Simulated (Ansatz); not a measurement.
# Mg(0001) with 2 thermally displaced layers, 2x2: scattering by thermal displacements

How much do lattice vibrations at 300 K scatter the electrons of Mg? Layers with random displacements are laid between perfect leads, and the resistance is followed against their length.

Main program and level: Ansatz 0.2.0; Ansatz plane-wave DFT, PBE, PAW files; ballistic transport by layer matching (Landauer), zero bias; PAW set soft_1.

## 1. Starting point

The cell holds 48 atoms: 48 Mg. Cell: a = 6.419 Å, b = 6.419 Å, c = 31.262 Å, α = 90.0°, β = 90.0°, γ = 120.0°. It derives from Mg. Regions: lead, 40 atoms (40 Mg); scattering region, 8 atoms (8 Mg). The structure is stacked along c, and the current runs across the ab planes.

## 2. With 2 displaced layers

Each atom of 2 layers is moved at random, by amounts drawn from a normal law 0.1085 Å wide in each direction from the Debye model (400 K) at 300 K. The layers about the cell's end stay perfect and serve as the lead. Disorder leaves little or no symmetry, which makes such runs dear. Energies from -0.05 to 0.05 eV in steps of 0.05 eV are too few for the program's thermal sum, so it prints no conductance; for a metal the transmission near the Fermi level serves, at a fraction of the cost.

The input, input.yaml:

```yaml
crystal:
  lattice:
    - [6.41854, 0.0, 0.0]
    - [-3.20927, 5.5586186952, 0.0]
    - [0.0, 0.0, 31.26198]
  atoms:
    - { symbol: Mg, position: [0.1666666667, 0.3333333333, 0.0416666667] }
    - { symbol: Mg, position: [0.1666666667, 0.8333333333, 0.0416666667] }
    - { symbol: Mg, position: [0.6666666667, 0.3333333333, 0.0416666667] }
    - { symbol: Mg, position: [0.6666666667, 0.8333333333, 0.0416666667] }
    - { symbol: Mg, position: [0.3333333333, 0.1666666667, 0.125] }
    - { symbol: Mg, position: [0.3333333333, 0.6666666667, 0.125] }
    - { symbol: Mg, position: [0.8333333333, 0.1666666667, 0.125] }
    - { symbol: Mg, position: [0.8333333333, 0.6666666667, 0.125] }
    - { symbol: Mg, position: [0.1666666667, 0.3333333333, 0.2083333333] }
    - { symbol: Mg, position: [0.1666666667, 0.8333333333, 0.2083333333] }
    - { symbol: Mg, position: [0.6666666667, 0.3333333333, 0.2083333333] }
    - { symbol: Mg, position: [0.6666666667, 0.8333333333, 0.2083333333] }
    - { symbol: Mg, position: [0.3333333333, 0.1666666667, 0.2916666667] }
    - { symbol: Mg, position: [0.3333333333, 0.6666666667, 0.2916666667] }
    - { symbol: Mg, position: [0.8333333333, 0.1666666667, 0.2916666667] }
    - { symbol: Mg, position: [0.8333333333, 0.6666666667, 0.2916666667] }
    - { symbol: Mg, position: [0.1666666667, 0.3333333333, 0.375] }
    - { symbol: Mg, position: [0.1666666667, 0.8333333333, 0.375] }
    - { symbol: Mg, position: [0.6666666667, 0.3333333333, 0.375] }
    - { symbol: Mg, position: [0.6666666667, 0.8333333333, 0.375] }
    - { symbol: Mg, position: [0.3341693725, 0.1640881758, 0.4605559464] }
    - { symbol: Mg, position: [0.3298787801, 0.6562111957, 0.4595882638] }
    - { symbol: Mg, position: [0.8646183449, 0.1851522812, 0.4558909913] }
    - { symbol: Mg, position: [0.805860547, 0.6545012744, 0.4584767568] }
    - { symbol: Mg, position: [0.1252301942, 0.3290628448, 0.5373426816] }
    - { symbol: Mg, position: [0.1489771995, 0.8227102059, 0.540568934] }
    - { symbol: Mg, position: [0.6837988326, 0.3536816468, 0.5412205818] }
    - { symbol: Mg, position: [0.6832729171, 0.8203497207, 0.5428865968] }
    - { symbol: Mg, position: [0.3333333333, 0.1666666667, 0.625] }
    - { symbol: Mg, position: [0.3333333333, 0.6666666667, 0.625] }
    - { symbol: Mg, position: [0.8333333333, 0.1666666667, 0.625] }
    - { symbol: Mg, position: [0.8333333333, 0.6666666667, 0.625] }
    - { symbol: Mg, position: [0.1666666667, 0.3333333333, 0.7083333333] }
    - { symbol: Mg, position: [0.1666666667, 0.8333333333, 0.7083333333] }
    - { symbol: Mg, position: [0.6666666667, 0.3333333333, 0.7083333333] }
    - { symbol: Mg, position: [0.6666666667, 0.8333333333, 0.7083333333] }
    - { symbol: Mg, position: [0.3333333333, 0.1666666667, 0.7916666667] }
    - { symbol: Mg, position: [0.3333333333, 0.6666666667, 0.7916666667] }
    - { symbol: Mg, position: [0.8333333333, 0.1666666667, 0.7916666667] }
    - { symbol: Mg, position: [0.8333333333, 0.6666666667, 0.7916666667] }
    - { symbol: Mg, position: [0.1666666667, 0.3333333333, 0.875] }
    - { symbol: Mg, position: [0.1666666667, 0.8333333333, 0.875] }
    - { symbol: Mg, position: [0.6666666667, 0.3333333333, 0.875] }
    - { symbol: Mg, position: [0.6666666667, 0.8333333333, 0.875] }
    - { symbol: Mg, position: [0.3333333333, 0.1666666667, 0.9583333333] }
    - { symbol: Mg, position: [0.3333333333, 0.6666666667, 0.9583333333] }
    - { symbol: Mg, position: [0.8333333333, 0.1666666667, 0.9583333333] }
    - { symbol: Mg, position: [0.8333333333, 0.6666666667, 0.9583333333] }
kpoints:
  mp_grid: { grid: [4, 4, 1] }
hamiltonian:
  xc: pbe
  pseudopotentials: { kind: paw, azcp: { folder: soft_1 } }
scf:
  occupations: { method: fermi_dirac, width: 0.1 }
output:
  transmission: { leads: [[0, 8]], kmesh: [8, 8], e_range: [-0.05, 0.05], de: 0.05 }
  write_potential: true
  write_density: true
  volumetric_format: npy
  elf: true
```

Launch:

```console
$ ansatz run input.yaml --threads 4 --pin off --max-ram 15360MiB --backend cpu --events-out ev --progress --plain --runs-dir out
```

Numbers of over 12 decimals in the logs are rounded to 6 here.

Log:

```text
Engine: ansatz 0.2.0, x86_64-unknown-linux-gnu
Pseudopotentials: kind: paw
Pseudopotential: Mg, paw, valence charge 10, recommended cutoff 420 eV (normal), soft_1/Mg.paw.azcp
Functional definition: PBE
  parameter kappa = 0.804
  parameter beta = 0.066725
  exchange = pbe_x(kappa = kappa, mu = beta*pi^2/3)
  correlation = pbe_c(beta = beta)
Crystal: 48 atoms, lattice volume = 1115.372 Å³
Basis set: ecut = 420 eV, 21885 PW (Γ)
Bands: 288, of which v1, the nominal top of the filled ones, is band 240 counted from 1 (239 counted from 0)
Symmetry: 1 space group operations
Space group: P1 (ITA 1), of the structure as read, at distance tolerance 1.0e-4 Å
k-points: 10 of 16 (time reversal used)
Non-local potential: Mg, projectors of the file, l = 0: 3, l = 1: 2, l = 2: 1
PAW form: soft (Blöchl's): semilocal exchange-correlation on the pseudo side does not see the compensation charge
PAW one-centre angular grid: Mg, 110 points (default); XC on 64 Gauss nodes
Initial density: superposition of atomic densities (chi_scale 0.1, normalization cell)
Initial wavefunctions: pseudopotential atomic-orbital guess
Functional: x = pbe(κ = 0.804, μ = 0.219515), c = pbe(β = 0.066725)
SCF iter   1: F=—  HF=-92343.376811 eV  |F-HF|=—  |Δ(HF+E_count)|=         —  Δρ=1.32e-2  dr2=2.74e0  ethr=3.10e-3  ⟨swp⟩=10.5  Hψ=13317  notcnv=0  defer=5
preconditioner: auto → Kerker (q_TF=auto, 2.371 Å⁻¹)  [metal: Δε(μ)=0.104 eV  Ē_g=4.831 eV  σ=0.100 eV  W_gap=0.25  n_scr=268 (ndim 8)  ℏωp=10.9 eV  f_vac=0.000  D(μ)=14.09/eV (n_scr^D=68)]
SCF iter   2: F=—  HF=-92343.343169 eV  |F-HF|=—  |Δ(HF+E_count)|=   3.36e-2  Δρ=9.53e-3  dr2=1.44e0  ethr=5.71e-4  ⟨swp⟩=1.6  Hψ=3331  notcnv=0  defer=11
SCF iter   3: F=—  HF=-92343.074108 eV  |F-HF|=—  |Δ(HF+E_count)|=   2.69e-1  Δρ=1.77e-3  dr2=3.62e-2  ethr=3.01e-4  ⟨swp⟩=2.0  Hψ=3111  notcnv=0  defer=11
SCF iter   4: F=—  HF=-92343.072062 eV  |F-HF|=—  |Δ(HF+E_count)|=   2.05e-3  Δρ=1.58e-4  dr2=4.78e-4  ethr=7.54e-6  ⟨swp⟩=2.5  Hψ=4664  notcnv=0  defer=11
SCF iter   5: F=—  HF=-92343.071866 eV  |F-HF|=—  |Δ(HF+E_count)|=   1.96e-4  Δρ=6.00e-5  dr2=8.42e-5  ethr=9.95e-8  ⟨swp⟩=2.0  Hψ=5206  notcnv=0  defer=11
SCF iter   6: F=—  HF=-92343.071957 eV  |F-HF|=—  |Δ(HF+E_count)|=   9.04e-5  Δρ=2.11e-5  dr2=1.39e-5  ethr=1.75e-8  ⟨swp⟩=1.2  Hψ=2851  notcnv=0  defer=46
SCF iter   7: F=—  HF=-92343.071956 eV  |F-HF|=—  |Δ(HF+E_count)|=   9.46e-7  Δρ=3.34e-6  dr2=1.85e-7  ethr=2.89e-9  ⟨swp⟩=2.0  Hψ=3222  notcnv=0  defer=46
SCF iter   8: F=-92343.071956 eV  HF=-92343.071956 eV  |F-HF|=1.04e-8  |Δ(HF+E_count)|=   5.28e-8  Δρ=6.38e-7  dr2=1.40e-8  ethr=2.08e-11  ⟨swp⟩=9.9  Hψ=9121  notcnv=0
SCF 1 converged in 8 iterations: F = -92343.071956 eV  dr2 = 1.40e-8
  greatest PAW one-centre occupation: 1.000 electrons in one spin orbital (limit 2), on the Mg atom at site 24 (counted from 0), in its partial waves of l = 0
transmission: 161 of 1598 steps passed
transmission: 320 of 1598 steps passed
[...]
transmission: 1598 of 1598 steps passed
SCF converged after 8 iterations
Free energy (F): -92343.071956 eV
Harris-Foulkes:  -92343.071956 eV  (|F-HF|=1.04e-8)
Internal energy: -92342.599911 eV  (E = F + TS)
E sigma→0 (E₀):  -92342.835933 eV
Entropy (-TS):   -0.472045 eV (-9.834 meV/atom)
Fermi energy:    5.545532 eV
--- Per-component energies (eV) ---
  E_band       = -17229.899823
  E_kinetic    = 3314.661084
  E_local      = -82573.547932  (includes V_loc(G=0)·N_el)
  E_nonlocal   = 9384.222246
  E_hartree    = 28184.778042
  E_xc         = -1242.153008
  E_vxc        = -1602.100175  (∫ρ·V_xc dr)
  E_paw        = -14466.129882  (= ΣΔE_a)
  E_vpaw       = -2122.684422  (= ΣTr[D̂ρ^β])
  E_aug_tail   = -0.007057  (compensation charges beyond the density's cutoff)
  E_ewald      = -34944.423404
  E_smearing   = -0.472045  (= −TS)
  E_closure    = -0.000000  (closes the sum)
  Σ components = -92343.071956   (vs F -92343.071956, Δ=0.00e0)
--- Band table (eV; the first three rows and the last of 10) ---
  k-point 0: bands = [... 236 lower, 4.4203, 4.4246, 4.4364, 4.4412, 4.4568, 5.0440, 5.0511, 5.0615, ... 44 higher]
  k-point 1: bands = [... 236 lower, 4.9238, 4.9412, 4.9554, 4.9714, 5.5737, 5.5971, 5.6049, 5.6115, ... 44 higher]
  k-point 2: bands = [... 236 lower, 5.7195, 5.7256, 5.7546, 5.7636, 6.4862, 6.5249, 6.7689, 6.8192, ... 44 higher]
  k-point 9: bands = [... 236 lower, 5.7257, 5.7370, 5.7530, 5.7552, 6.4916, 6.5167, 6.7753, 6.8136, ... 44 higher]
--- Transmission ---
  basis      : 313 plane waves across, 47 finite elements along
  points     : 34, standing for a mesh of 8 x 8
  energies   : 3 from -0.050000 to 0.050000 eV about the Fermi level, 0.050000 eV apart; the leads are filled to 0.000000 eV, and channels, transmission and decay are at 0.000000 eV
  crystal 0  : Mg8, at the sites [0, 8], period 5.2103 Å, over 26.05 Å; its Hamiltonian steps by up to 5.8 meV
    offset         : up to 0.0000 Å between an atom of the period and one for which it stands
    channels       : 3.765625e0 a spin
    conductance    : none, the energies end too early or step too widely for 300 K: set another output.transmission.e_range or a lower de, or, where they end at an eighth of basis.ecutwfc, a higher one
  junction   : crystal 0 to crystal 0, 0.70 to 26.75 Å
    transmission   : 3.693998e0 a spin
    conductance    : none, the energies end too early or step too widely for 300 K: set another output.transmission.e_range or a lower de, or, where they end at an eighth of basis.ecutwfc, a higher one
```

Wall time 7.6 min (4 threads of AMD EPYC 7R13 (Zen 3), shared host); peak memory 6.1 GiB; 27 min of CPU time.

The column dr2 measures how far the density is from self-consistency, as an energy; F and HF (Harris–Foulkes) agree once it is small.

This step gave:

```yaml
free_energy: -92343.0720 eV
energy_at_zero_smearing: -92342.8359 eV
fermi_energy: 5.546 eV
cell_area: 35.68 Å²
transmission_per_spin_nearest_the_fermi_level: 3.694
open_channels_per_spin_nearest_the_fermi_level: 3.766
step_of_the_lead_s_potential: 5.8 meV
```

Per spin. The transmission, zone mean by energy, zero at the Fermi level:

```
energy (eV)  transmission, zone mean
    -0.0500                     3.69
     0.0000                     3.69
     0.0500                     3.55
```

Per spin. Table of open channels, zone mean, lead by energy, zero at the Fermi level:

| energy (eV) | open channels, zone mean, lead |
| --- | --- |
| -0.0500 | 3.77 |
| 0.0000 | 3.77 |
| 0.0500 | 3.67 |

Transmission over k1 and k2. At 0.0000 eV from the Fermi level.

Values, 8 rows by 8 columns:
```
3.89 3.92 2.99 3.00 3.92 3.90 3.93 3.94
2.99 2.99 1.98 2.98 1.99 2.99 3.00 3.87
3.77 3.00 2.99 6.84 6.85 2.99 2.99 3.81
3.96 3.92 1.98 6.87 6.93 6.87 1.98 3.92
3.77 3.81 2.99 2.99 6.85 6.84 2.99 3.00
2.99 3.87 3.00 2.99 1.99 2.98 1.98 2.99
3.89 3.94 3.93 3.90 3.92 3.00 2.99 3.92
3.97 3.76 2.99 3.73 3.96 3.73 2.99 3.76
```
Columns: k1 (b1) from -0.5 to 0.375; rows upwards: k2 (b2) from -0.5 to 0.375.

Open channels over k1 and k2. At 0.0000 eV from the Fermi level.

Values, 8 rows by 8 columns:
```
4.00 4.00 3.00 3.00 4.00 4.00 4.00 4.00
3.00 3.00 2.00 3.00 2.00 3.00 3.00 4.00
4.00 3.00 3.00 7.00 7.00 3.00 3.00 4.00
4.00 4.00 2.00 7.00 7.00 7.00 2.00 4.00
4.00 4.00 3.00 3.00 7.00 7.00 3.00 3.00
3.00 4.00 3.00 3.00 2.00 3.00 2.00 3.00
4.00 4.00 4.00 4.00 4.00 3.00 3.00 4.00
4.00 4.00 3.00 4.00 4.00 4.00 3.00 4.00
```
Columns: k1 (b1) from -0.5 to 0.375; rows upwards: k2 (b2) from -0.5 to 0.375.

Valence density in the ca plane at fractional y = 0.164, with atoms of Mg within 0.2 Å of it. It is the smooth field of the valence electrons, not physical close to the nuclei.

Values in e/Å³, 9 rows by 16 columns, each cell a mean:
```
 0  3  0  0  0  0  4  1  0  0  0  1  2  0  0  0
 0 12  1  0  0  0  8  2  0  0  0  4  9  0  0  0
 0  1  0  0  0  0  0  0  0  0  0  0  1  0  0  0
 0  0  0  0  0  0  0  0  0  0  0  0  0  0  0  0
 0  0  0  0  0  0  0  0  0  0  0  0  0  0  0  0
 0 10  1  0  0  0  6  5  0  0  0  3  7  0  0  0
 0  6  1  0  0  0  3  3  0  0  0  2  4  0  0  0
 0  0  0  0  0  0  0  0  0  0  0  0  0  0  0  0
 0  0  0  0  0  0  0  0  0  0  0  0  0  0  0  0
```
Columns run along c (16.0 Å, from fractional 0.24 to 0.76 of the cell), rows up along a (6.4 Å). Atoms in or near the plane, at fractional coordinates: Mg at (0.29, 0.33), Mg at (0.29, 0.83), Mg at (0.46, 0.33), Mg at (0.46, 0.86), Mg at (0.62, 0.33), Mg at (0.62, 0.83).

ELF in the ca plane at fractional y = 0.164, with atoms of Mg within 0.2 Å of it. It is the smooth field of the valence electrons, not physical close to the nuclei.

Ten even steps from '0' (0.06) to '9' (0.70), each cell a mean:
```
75100015776557861021037632257740000157755577
73033302788999840333217887888720333037889988
71131311689999830423206899999612313127999998
72033302788999850233016889998611333037899988
75101004776567762000146766677730110157765677
66522246652114666434566532235664223566421246
67777777630001466777766420014677777775200025
67766667641002566655666531125677666766300035
76310136764235665200147764456753101467532357
74012203788778761022106887777630221047877787
72132311789998850232304888887611323027899998
72131311789998850322304888887502313127999998
73023203788788761033105888777620332047888888
76200025764335665100147765566641000367643467
67655567641002567655677521135666555676310136
67777777630002577777887400014667777775200025
66543356641013675211477410015665334676410146
```
Columns run along c (16.0 Å, from fractional 0.24 to 0.76 of the cell), rows up along a (6.4 Å). Atoms in or near the plane, at fractional coordinates: Mg at (0.29, 0.33), Mg at (0.29, 0.83), Mg at (0.46, 0.33), Mg at (0.46, 0.86), Mg at (0.62, 0.33), Mg at (0.62, 0.83).

Electrostatic potential energy in the ca plane at fractional y = 0.164, with atoms of Mg within 0.2 Å of it. With pseudopotentials it is smooth inside the atoms' cores, unlike the true potential.

Ten even steps from '0' (-68 eV) to '9' (7 eV), each cell a mean:
```
99987899999999999756899999999999878999999999
99731379999999998301699999999997214899999999
99610069999999997200589999999995001799999999
99730279999999998524799999999996203799999999
99976789999999999888999999999998767999999999
99999999999999999999999999999999999999999999
99999999999889999999999999999999999999998999
99999999999899999999999999999999999999998999
99998999999999999988999999999999889999999999
99864589999999999754799999999998546899999999
99710169999999998500389999999996102799999999
99610069999999998400289999999996001799999999
99853489999999999743689999999997435899999999
99988899999999999988999999999999888999999999
99999999999899999999999999999999999999998999
99999999999889999999999998899999999999998999
99999999999999999999999998899999999999999999
```
Columns run along c (16.0 Å, from fractional 0.24 to 0.76 of the cell; values clipped at the 3rd and 97th percentile), rows up along a (6.4 Å). Atoms in or near the plane, at fractional coordinates: Mg at (0.29, 0.33), Mg at (0.29, 0.83), Mg at (0.46, 0.33), Mg at (0.46, 0.86), Mg at (0.62, 0.33), Mg at (0.62, 0.83).

Over the solved energies the transmission per spin lies between 3.55 and 3.69, out of 3.73 channels of the lead on average (up to 3.77).

[end of part 1 of 2]

[Logs are printed without paths, hosts, clocks, repeated set-up lines and the standing remarks that a program may print on its own settings, such as how far it seeks lower states.]

[Hosts, paths, dates, database ids (printed as entryN), source tags and the programs' standing remarks are cut or masked in the printed files.]
